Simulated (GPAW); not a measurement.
# Core-hole calculation of the O K edge in SrNbO3 (Pm-3m), part 2 of 3

Aim: the near-edge shape at the O K edge of SrNbO3 (Pm-3m), and what the core hole does to it.

GPAW 26.7.0; X-ray absorption from dipole matrix elements to empty bands, plane-wave PAW LDA.

So far. Step 2 (Ground state of the crystal): The mesh shows no gap, so the system is treated as a metal and the core electron is put at the Fermi level (neutral cell). Step 3 (Spectrum without a core hole, O atom 3): Main maxima below 24 eV (height): 1.2 eV (1.72), 5.0 eV (2.02), 11.0 eV (1.31) and 17.0 eV (0.88). A K edge sees empty p states; the first features are O p mixed into the empty d states of the Nb neighbours, and the broad ones above probably into the cations' higher empty bands.

## (5) Spectrum with XCH, O atom 3

The holes are 7.0 Å apart. In GPAW the data set carries the hole's charge, so charge=0 means a charged cell and charge=-1 a neutral one. The excited electron is kept in the cell, where it fills the lowest empty states and screens the hole. After the field has converged, empty bands are computed with the density fixed and the dipole matrix elements are summed.

Contents of xas.py:

```python
import numpy as np
from ase import Atoms
from ase.parallel import parprint, paropen
from gpaw import GPAW, PW, FermiDirac, Mixer, MixerDif, setup_paths
from gpaw.test import gen
setup_paths.insert(0, '.')
gen('O', name='fch1s', xcname='LDA', corehole=(1, 0, 1), write_xml=True)
from gpaw.mpi import world
world.barrier()

atoms = Atoms('Nb4Sr4O12',
    cell=[[4.06968976, 4.06968976, 4.06968976],
     [-4.06968976, 4.06968976, -4.06968976],
     [-4.06968976, 4.06968976, 4.06968976]],
    scaled_positions=[[0, 0, 0],
     [0.5, 0.5, 0],
     [0, 0.5, 0.5],
     [0.5, 0, 0.5],
     [0.5, 0, 0],
     [0, 0.5, 0],
     [0.5, 0.5, 0.5],
     [0, 0, 0.5],
     [0.25, 0, 0.75],
     [0.75, 0.5, 0.75],
     [0.25, 0.5, 0.25],
     [0.75, 0, 0.25],
     [0, 0.75, 0.25],
     [0.5, 0.25, 0.25],
     [0, 0.25, 0.75],
     [0.5, 0.75, 0.75],
     [0.25, 0.25, 0],
     [0.75, 0.75, 0],
     [0.25, 0.75, 0.5],
     [0.75, 0.25, 0.5]],
    pbc=True)
atoms.calc = calc = GPAW(legacy_gpaw=True, mode=PW(500), xc='LDA', setups={8: 'fch1s'},
    kpts={'size': (4, 4, 4), 'gamma': True}, occupations=FermiDirac(0.1),
    charge=-1, mixer=Mixer(0.1, 5, 50), maxiter=150,
    convergence={'density': 0.0001}, txt='scf.txt')
energy = atoms.get_potential_energy() + calc.get_reference_energy()
ef = calc.get_fermi_level()
out = dict(energy=energy, fermi=ef, forces=atoms.get_forces().tolist())
parprint(f'all-electron energy {energy:.4f} eV, Fermi level {ef:.4f} eV')
ev = np.array([[calc.get_eigenvalues(k, s) for k in range(len(calc.get_ibz_k_points()))] for s in range(calc.get_number_of_spins())])
out['homo'], out['lumo'], out['counts'] = ev[ev < ef].max(), ev[ev > ef].min(), sorted(set((ev < ef).sum((0, 2)).tolist()))
out['filled'] = (ev[:, 0] < ef).sum(1).tolist()

from ase.units import Ha
from gpaw.xas import dipole_matrix_elements
nb = int(calc.get_number_of_electrons() / 2) + 183
top, nb = nb, nb + 8 + nb // 12
nscf = calc.fixed_density(kpts={'size': (6, 6, 6), 'gamma': True}, nbands=nb,
    convergence={'bands': top, 'eigenstates': 1e-5}, maxiter=60, txt='nscf.txt')
cell = atoms.cell.array
ops = [cell.T @ U.T @ np.linalg.inv(cell.T) for U in nscf.wfs.kd.symmetry.op_scc]
E = np.arange(-6, 34, 0.1)
fwhm = np.interp(E, [4, 25], [0.9, 3.5])
Y, X, zero, highest = 0, 0, 1e9, 1e9
for spin in range(nscf.get_number_of_spins()):
    wfs = nscf.wfs
    A = dipole_matrix_elements(wfs.setups[8])
    eps = np.zeros((wfs.kd.nibzkpts, nb))
    d = np.zeros((3, A.shape[1], wfs.kd.nibzkpts, nb), complex)
    for kpt in wfs.kpt_u:
        if kpt.s == spin and 8 in kpt.P_ani:
            eps[kpt.k] = kpt.eps_n * Ha
            d[:, :, kpt.k] = (kpt.weight * wfs.nspins / 2) ** 0.5 * np.inner(A, kpt.P_ani[8])
    world.sum(eps)
    world.sum(d)
    T = np.einsum('amkn,bmkn->abkn', d, d.conj()).real
    T = sum(np.einsum('ai,ijkn,bj->abkn', R, T, R) for R in ops) / len(ops)
    empty = eps > ef
    zero, highest = min(zero, eps[empty].min()), min(highest, eps[:, top - 1].min())
    lines = [(eps, T, empty)] if spin == 0 else lines + [(eps, T, empty)]
for eps, T, empty in lines:
    f = np.einsum('aakn->akn', T).reshape(3, -1)
    x = eps.ravel() - zero
    w = np.interp(x, E, fwhm) / 2.35482
    g = np.exp(-0.5 * ((E[:, None] - x) / w) ** 2) / (w * (2 * np.pi) ** 0.5)
    Y = Y + (f * empty.ravel()) @ g.T
    X = X + (f * ~empty.ravel()) @ g.T
out.update(E=E.round(2).tolist(), xas=Y.tolist(), xes=X.tolist(), zero=zero, valid=highest - zero, nk=len(eps), nb=nb)
for i in range(0, len(E), 10):
    parprint(f'{E[i]:7.2f}', *(f'{v:10.3e}' for v in Y[:, i]))
import json
with paropen('out.json', 'w') as f:
    json.dump(out, f)
```

Started as:

```sh
$ OMP_NUM_THREADS=1 mpirun -n 4 gpaw python xas.py
```

Numbers of over 12 decimals in the logs are rounded to 6 here.

The program printed:

```text
Input parameters:
  charge: -1
  convergence: {density: 0.0001}
  kpts: {gamma: True,
         size: (4, 4, 4)}
  maxiter: 150
  mixer: {backend: pulay,
          beta: 0.1,
          method: separate,
          nmaxold: 5,
          weight: 50}
  mode: {ecut: 500.0,
         name: pw}
  occupations: {fixmagmom: False,
                name: fermi-dirac,
                width: 0.1}
  setups: {8: fch1s}

Initialize ...

[... PAW data sets ...]

Reference energy: -784553.290583  # eV

Spin-paired calculation

[... convergence settings ...]
Symmetries present (total): 8
  [... symmetry matrices ...]

64 k-points: 4 x 4 x 4 Monkhorst-Pack grid + [1/8,1/8,1/8]
13 k-points in the irreducible part of the Brillouin zone
       k-points in crystal coordinates                weights
   0:     0.00000000    0.00000000    0.00000000          1/64
   1:     0.25000000   -0.25000000   -0.25000000          2/64
   2:     0.25000000    0.00000000    0.00000000          8/64
   3:     0.25000000    0.00000000    0.25000000          4/64
   4:     0.25000000    0.25000000   -0.25000000          2/64
   5:     0.25000000    0.25000000    0.25000000          4/64
   6:     0.50000000    0.00000000    0.50000000          2/64
   7:     0.50000000    0.25000000   -0.25000000         16/64
   8:     0.50000000    0.25000000    0.00000000          8/64
   9:     0.50000000    0.25000000    0.50000000          4/64
          ...
  12:     0.50000000    0.50000000    0.50000000          1/64

Wave functions: Plane wave expansion
  Cutoff energy: 500.000 eV
  Number of coefficients (min, max): 6794, 6866
  Pulay-stress correction: 0.000000 eV/Ang^3 (de/decut=0.000000)
  Using FFTW library
  Wavefunction extrapolation:
    Improved wavefunction reuse through dual PAW basis

Occupation numbers: Fermi-Dirac:
  width: 0.1000  # eV

Eigensolver
   Davidson(niter=2)

Densities:
  Coarse grid: 40*40*40 grid
  Fine grid: 80*80*80 grid
  Total Charge: 0.000000

Density mixing:
  Method: separate
  Backend: pulay
  Linear mixing parameter: 0.1
  old densities: 5
  Width of damping distribution: 1.1
  Damping of long wavelength oscillations: 50

[... Hamiltonian set-up ...]
Number of atoms: 20
Number of atomic orbitals: 120
Number of bands in calculation: 103
Number of valence electrons: 165
Bands to converge: occupied

... initialized

Initializing position-dependent things.

Density initialized from atomic densities
Creating initial wave functions:
  103 bands from LCAO basis set

                 O
                     O
            O O     Nb   O
                Sr
         O          O
             Sr        Sr
           O         O
         Nb   O     Nb
                  O
         O       Nb
             Sr

Atomic positions and initial magnetic moments

Positions:
   0 Nb     0.000000    0.000000    0.000000    ( 0.0000,  0.0000,  0.0000)
   1 Nb     0.000000    4.069690    0.000000    ( 0.0000,  0.0000,  0.0000)
   2 Nb    -4.069690    4.069690    0.000000    ( 0.0000,  0.0000,  0.0000)
   3 Nb     0.000000    4.069690    4.069690    ( 0.0000,  0.0000,  0.0000)
   4 Sr     2.034845    2.034845    2.034845    ( 0.0000,  0.0000,  0.0000)
   5 Sr    -2.034845    2.034845   -2.034845    ( 0.0000,  0.0000,  0.0000)
   6 Sr    -2.034845    6.104535    2.034845    ( 0.0000,  0.0000,  0.0000)
[...]
17 O      0.000000    6.104535    0.000000    ( 0.0000,  0.0000,  0.0000)
  18 O     -4.069690    6.104535    0.000000    ( 0.0000,  0.0000,  0.0000)
  19 O      0.000000    6.104535    4.069690    ( 0.0000,  0.0000,  0.0000)

Unit cell:
           periodic     x           y           z      points  spacing
  1. axis:    yes    4.069690    4.069690    4.069690    40     0.1439
  2. axis:    yes   -4.069690    4.069690   -4.069690    40     0.1439
  3. axis:    yes   -4.069690    4.069690    4.069690    40     0.1439

  Lengths:   7.048909   7.048909   7.048909
  Angles:   70.528779  70.528779 109.471221

Effective grid spacing dv^(1/3) = 0.1615

iter:   1  -222.071383
iter:   2  -207.627159   -0.55  -0.97
iter:   3  -197.315873   -0.32  -1.11
iter:   4  -196.570731   -1.17  -1.34
iter:   5  -196.427519   -1.53  -1.43
iter:   6  -195.323969   -1.53  -1.49
iter:   7  -195.187148   -2.66  -1.87
iter:   8  -195.142180   -2.86  -2.24
iter:   9  -195.139985c  -3.03  -2.45
iter:  10  -195.138879c  -4.31  -2.84
iter:  11  -195.137353c  -4.26  -2.94
iter:  12  -195.137238c  -5.03  -2.92
iter:  13  -195.136467c  -4.44  -3.03
iter:  14  -195.136167c  -5.04  -3.23
iter:  15  -195.136078c  -5.44  -3.30
iter:  16  -195.136116c  -6.30  -3.62
iter:  17  -195.136111c  -7.16  -4.07c
iter:  18  -195.136111c  -7.87c -4.18c

Converged after 18 iterations.

Dipole moment: (-0.469287, 0.000000, 0.000000) |e|*Ang

Energy contributions relative to reference atoms: (reference = -784553.290583)

Kinetic:        +80.691817
Potential:     -110.330194
External:        +0.000000
XC:            -163.167296
Entropy (-ST):   -0.226329
Local:           -2.217274
SIC:             +0.000000
--------------------------
Free energy:   -195.249275
Extrapolated:  -195.136111

Showing only first 2 kpts
 Kpt  Band  Eigenvalues  Occupancy
  0    80      8.20240    2.00000
  0    81      8.20240    2.00000
  0    82      8.25307    2.00000
  0    83     10.43015    0.00037

  1    80      8.39489    1.99998
  1    81      9.25410    1.91948
  1    82      9.25410    1.91948
[...]
Fermi level: 9.57123

No gap
No difference between direct/indirect transitions

Forces in eV/Ang:
  0 Nb   -3.76204    0.00000   -0.00000
  1 Nb   -0.00000    0.00000   -0.00000
  2 Nb   -0.00000    0.00000    0.00000
  3 Nb    3.76204   -0.00000   -0.00000
  4 Sr   -0.00000    0.45179    0.45179
  5 Sr   -0.00000   -0.45179    0.45179
  6 Sr   -0.00000    0.45179   -0.45179
[...]
17 O     0.39946    0.09058    0.00000
 18 O    -0.39946    0.09058   -0.00000
 19 O    -0.39946   -0.09058   -0.00000
Scalar-relativistic atomic LDA calculation for O (Oxygen, Z=8)
Core hole in 1s state (1s occupation: 1.0)
300 radial gridpoints.
|------------------------------------------------|
|------------------------------------------------|
[... the atom generator's iteration count ...]

Energy contributions:
-------------------------
Kinetic:      +54.046737
XC:            -5.876031
Potential:   -102.458324
-------------------------
Total:        -54.287618

state      eigenvalue         ekin         rmax
-----------------------------------------------
1s^1.0 :   -21.731873    30.611423        0.127
2s^2.0 :    -1.594915     4.066245        0.801
2p^4.0 :    -1.067100     3.825706        0.682
-----------------------------------------------
(units: Bohr and Hartree)

Generating PAW setup
Kinetic energy of the core from tauc = 30.636371
Cutoffs:
rc(s)=1.300
rc(p)=1.130
rc(d)=1.170
rc(vbar)=1.300
rc(comp)=1.260
rc(nct)=1.300

Kinetic energy of the core states: 30.611423
Charge: 1.0
Core electrons: 1.0
Valence electrons: 6.0
Pseudo-core charge: 0.000198
Shape function alpha=6.299
Pseudo-electron charge 5.280306
state    eigenvalue         norm
--------------------------------
2s(2) :    -1.594915     1.065643
*s    :    -0.594915
2p(4) :    -1.067100     0.787205
*p    :    -0.067100
*d    :     0.000000
--------------------------------

Diagonalizing with gridspacing h=0.050

state   all-electron     PAW
-------------------------------
2s:      -1.594915    -1.596334
2p:      -1.067100    -1.073375
*d:                   -0.060686
*f:                   -0.013559
-------------------------------
all-electron energy -784748.4267 eV, Fermi level 9.5712 eV
[...]
31.00  1.270e-04  5.778e-05  5.778e-05
  32.00  1.100e-04  4.657e-05  4.657e-05
  33.00  8.903e-05  3.789e-05  3.789e-05
```

The job ended after 12 min (4 MPI ranks of Arm Neoverse V1, shared host; peak memory 0.9 GiB).

The O K spectrum, O atom 3, excited-electron core hole (neutral cell) (energy from the lowest empty level; intensity scaled to a mean of 1 over the first 20 eV):

```
E (eV)  intensity
 -2.00       0.00
 -1.25       0.00
 -0.50       0.10
  0.25       1.15
  1.00       1.77
  1.75       0.51
  2.50       1.06
  3.25       2.27
  4.00       1.94
  4.75       1.63
  5.50       1.25
  6.25       1.20
  7.00       0.97
  7.75       0.72
  8.50       0.69
  9.25       0.95
 10.00       1.27
 10.75       1.15
 11.50       0.77
 12.25       0.52
 13.00       0.44
 13.75       0.48
 14.50       0.66
 15.25       0.89
 16.00       1.03
 16.75       0.98
 17.50       0.82
 18.25       0.66
 19.00       0.55
 19.75       0.48
 20.50       0.42
 21.25       0.40
 22.00       0.40
 22.75       0.45
 23.50       0.52
 24.25       0.61
 25.00       0.70
 25.75       0.81
 26.50       0.92
 27.25       1.04
 28.00       1.16
 28.75       1.27
 29.50       1.34
 30.25       1.34
 31.00       1.25
```

Main maxima below 24 eV (height): 0.8 eV (1.99), 3.4 eV (2.30), 10.2 eV (1.29) and 16.2 eV (1.03). 

The total-energy difference is 535.30 eV. One term is added: -8.83 eV, since the hole is spin-paired here and a spin-polarised one costs that much less in the free atom (computed apart). The photon energy is then 526.47 eV. The functional leaves an error in such absolute values: in the free atom LDA prices this hole 4.1 eV below PBE (computed apart), and PBE is itself good to a few eV.

## (6) Reference energy of the cell

The cell and mesh change for the next run, so it gets a reference energy of its own.

Contents of scf.py:

```python
import numpy as np
from ase import Atoms
from ase.parallel import parprint, paropen
from gpaw import GPAW, PW, FermiDirac, Mixer, MixerDif, setup_paths
from gpaw.test import gen
setup_paths.insert(0, '.')
gen('O', name='nch1s', xcname='LDA', corehole=(1, 0, 0), write_xml=True)
from gpaw.mpi import world
world.barrier()

atoms = Atoms('NbSrO3',
    cell=[[4.06968976, 0, 0],
     [0, 4.06968976, 0],
     [0, 0, 4.06968976]],
    scaled_positions=[[0, 0, 0],
     [0.5, 0.5, 0.5],
     [0.5, 0, 0],
     [0, 0, 0.5],
     [0, 0.5, 0]],
    pbc=True)
atoms.calc = calc = GPAW(legacy_gpaw=True, mode=PW(500), xc='LDA', setups={2: 'nch1s'},
    kpts={'size': (6, 6, 6), 'gamma': True}, occupations=FermiDirac(0.1),
    charge=0, mixer=Mixer(0.1, 5, 50), maxiter=150,
    convergence={'density': 0.0001}, txt='scf.txt')
energy = atoms.get_potential_energy() + calc.get_reference_energy()
ef = calc.get_fermi_level()
out = dict(energy=energy, fermi=ef, forces=atoms.get_forces().tolist())
parprint(f'all-electron energy {energy:.4f} eV, Fermi level {ef:.4f} eV')
ev = np.array([[calc.get_eigenvalues(k, s) for k in range(len(calc.get_ibz_k_points()))] for s in range(calc.get_number_of_spins())])
out['homo'], out['lumo'], out['counts'] = ev[ev < ef].max(), ev[ev > ef].min(), sorted(set((ev < ef).sum((0, 2)).tolist()))
out['filled'] = (ev[:, 0] < ef).sum(1).tolist()
import json
with paropen('out.json', 'w') as f:
    json.dump(out, f)
```

Started as:

```sh
$ OMP_NUM_THREADS=1 mpirun -n 4 gpaw python scf.py
```

The program printed:

```text
Input parameters:
  convergence: {density: 0.0001}
  kpts: {gamma: True,
         size: (6, 6, 6)}
  maxiter: 150
  mixer: {backend: pulay,
          beta: 0.1,
          method: separate,
          nmaxold: 5,
          weight: 50}
  mode: {ecut: 500.0,
         name: pw}
  occupations: {fixmagmom: False,
                name: fermi-dirac,
                width: 0.1}
  setups: {2: nch1s}

Initialize ...

[...]
2s(2) :    -0.872866     1.079797
*s    :     0.127134
2p(4) :    -0.337925     0.876472
*p    :     0.662075
*d    :     0.000000
--------------------------------

Diagonalizing with gridspacing h=0.050

state   all-electron     PAW
-------------------------------
2s:      -0.872866    -0.873954
2p:      -0.337925    -0.341740
*d:                    0.050276
*f:                    0.077289
-------------------------------
all-electron energy -196320.9357 eV, Fermi level 9.1400 eV
[key lines of the parts left out:]
Converged after 15 iterations.
Dipole moment: (-0.000000, -0.000000, -0.000000) |e|*Ang
Free energy:    -44.970570
Fermi level: 9.14000
```

Run time: 13 s. Hardware: 4 MPI ranks; peak memory 0.2 GiB.

## (7) Spectrum with XCH, O atom 3

A smaller cell brings the holes closer; here they are 4.1 Å apart.

Changed against the first core-hole run: supercell atoms from 20 to 5; the field's mesh follows (4×4×4 to 6×6×6).

Changes to xas.py since step 5:

```diff
@@ -10,29 +10,14 @@
 
-atoms = Atoms('Nb4Sr4O12',
-    cell=[[4.06968976, 4.06968976, 4.06968976],
-     [-4.06968976, 4.06968976, -4.06968976],
-     [-4.06968976, 4.06968976, 4.06968976]],
+atoms = Atoms('NbSrO3',
+    cell=[[4.06968976, 0, 0],
+     [0, 4.06968976, 0],
+     [0, 0, 4.06968976]],
     scaled_positions=[[0, 0, 0],
-     [0.5, 0.5, 0],
-     [0, 0.5, 0.5],
-     [0.5, 0, 0.5],
+     [0.5, 0.5, 0.5],
      [0.5, 0, 0],
-     [0, 0.5, 0],
-     [0.5, 0.5, 0.5],
      [0, 0, 0.5],
-     [0.25, 0, 0.75],
-     [0.75, 0.5, 0.75],
-     [0.25, 0.5, 0.25],
-     [0.75, 0, 0.25],
-     [0, 0.75, 0.25],
-     [0.5, 0.25, 0.25],
-     [0, 0.25, 0.75],
-     [0.5, 0.75, 0.75],
-     [0.25, 0.25, 0],
-     [0.75, 0.75, 0],
-     [0.25, 0.75, 0.5],
-     [0.75, 0.25, 0.5]],
+     [0, 0.5, 0]],
     pbc=True)
-atoms.calc = calc = GPAW(legacy_gpaw=True, mode=PW(500), xc='LDA', setups={8: 'fch1s'},
-    kpts={'size': (4, 4, 4), 'gamma': True}, occupations=FermiDirac(0.1),
+atoms.calc = calc = GPAW(legacy_gpaw=True, mode=PW(500), xc='LDA', setups={2: 'fch1s'},
+    kpts={'size': (6, 6, 6), 'gamma': True}, occupations=FermiDirac(0.1),
     charge=-1, mixer=Mixer(0.1, 5, 50), maxiter=150,
@@ -49,5 +34,5 @@
 from gpaw.xas import dipole_matrix_elements
-nb = int(calc.get_number_of_electrons() / 2) + 183
+nb = int(calc.get_number_of_electrons() / 2) + 48
 top, nb = nb, nb + 8 + nb // 12
-nscf = calc.fixed_density(kpts={'size': (6, 6, 6), 'gamma': True}, nbands=nb,
+nscf = calc.fixed_density(kpts={'size': (8, 8, 8), 'gamma': True}, nbands=nb,
     convergence={'bands': top, 'eigenstates': 1e-5}, maxiter=60, txt='nscf.txt')
@@ -60,3 +45,3 @@
     wfs = nscf.wfs
-    A = dipole_matrix_elements(wfs.setups[8])
+    A = dipole_matrix_elements(wfs.setups[2])
     eps = np.zeros((wfs.kd.nibzkpts, nb))
@@ -64,5 +49,5 @@
     for kpt in wfs.kpt_u:
-        if kpt.s == spin and 8 in kpt.P_ani:
+        if kpt.s == spin and 2 in kpt.P_ani:
             eps[kpt.k] = kpt.eps_n * Ha
-            d[:, :, kpt.k] = (kpt.weight * wfs.nspins / 2) ** 0.5 * np.inner(A, kpt.P_ani[8])
+            d[:, :, kpt.k] = (kpt.weight * wfs.nspins / 2) ** 0.5 * np.inner(A, kpt.P_ani[2])
     world.sum(eps)
```

Started as:

```sh
$ OMP_NUM_THREADS=1 mpirun -n 4 gpaw python xas.py
```

The program printed:

```text
Input parameters:
  charge: -1
  convergence: {density: 0.0001}
  kpts: {gamma: True,
         size: (6, 6, 6)}
  maxiter: 150
  mixer: {backend: pulay,
          beta: 0.1,
          method: separate,
          nmaxold: 5,
          weight: 50}
  mode: {ecut: 500.0,
         name: pw}
  occupations: {fixmagmom: False,
                name: fermi-dirac,
                width: 0.1}
  setups: {2: fch1s}

Initialize ...

[...]
*p    :    -0.067100
*d    :     0.000000
--------------------------------

Diagonalizing with gridspacing h=0.050

state   all-electron     PAW
-------------------------------
2s:      -1.594915    -1.596334
2p:      -1.067100    -1.073375
*d:                   -0.060686
*f:                   -0.013559
-------------------------------
all-electron energy -195785.6067 eV, Fermi level 10.1352 eV
[...]
32.00  8.023e-05  4.238e-05  4.238e-05
  33.00  7.096e-05  3.925e-05  3.925e-05
[key lines of the parts left out:]
Converged after 19 iterations.
Dipole moment: (-0.000000, -0.000000, -0.000000) |e|*Ang
Free energy:    -60.316125
Fermi level: 10.13516
```

Run time: 51 s. Hardware: 4 MPI ranks; peak memory 0.3 GiB.

These settings depart from the first run's and aren't meant as converged.

The scaled spectrum changes by 26 % r.m.s. The highest intensity below 16 eV goes from 3.4 eV (2.30) to 3.6 eV (2.10).

| E (eV) | first run | this run |
| --- | --- | --- |
| -2.0 | 0.00 | 0.00 |
| -0.5 | 0.10 | 0.18 |
| 1.0 | 1.77 | 1.06 |
| 2.5 | 1.06 | 1.68 |
| 4.0 | 1.94 | 1.93 |
| 5.5 | 1.25 | 1.44 |
| 7.0 | 0.97 | 0.77 |
| 8.5 | 0.69 | 0.85 |
| 10.0 | 1.27 | 1.31 |
| 11.5 | 0.77 | 0.61 |
| 13.0 | 0.44 | 0.52 |
| 14.5 | 0.66 | 0.83 |
| 16.0 | 1.03 | 0.92 |
| 17.5 | 0.82 | 0.73 |
| 19.0 | 0.55 | 0.54 |
| 20.5 | 0.42 | 0.43 |
| 22.0 | 0.40 | 0.45 |
| 23.5 | 0.52 | 0.62 |
| 25.0 | 0.70 | 0.86 |
| 26.5 | 0.92 | 1.10 |
| 28.0 | 1.16 | 1.24 |
| 29.5 | 1.34 | 1.23 |
| 31.0 | 1.25 | 1.03 |

(Continued in part 3 of 3.)

[Banner, clock and machine lines of the logs are left out without a mark of their own.]

[Logs are printed without paths, hosts, clocks, repeated set-up lines and the standing remarks that a program may print on its own settings, such as how far it seeks lower states.]

[Hosts, paths, dates, database ids (printed as entryN), source tags and the programs' standing remarks are cut or masked in the printed files.]

[Lists of maxima count a maximum above −3 eV only where it reaches 4 % of the highest in the window and stands out from its surroundings by 2 % of it (1.5 % where it reaches 55 %); shoulders and weaker maxima are passed over, and of the rest the first, up to two pre-edge ones and the few strongest are named.]
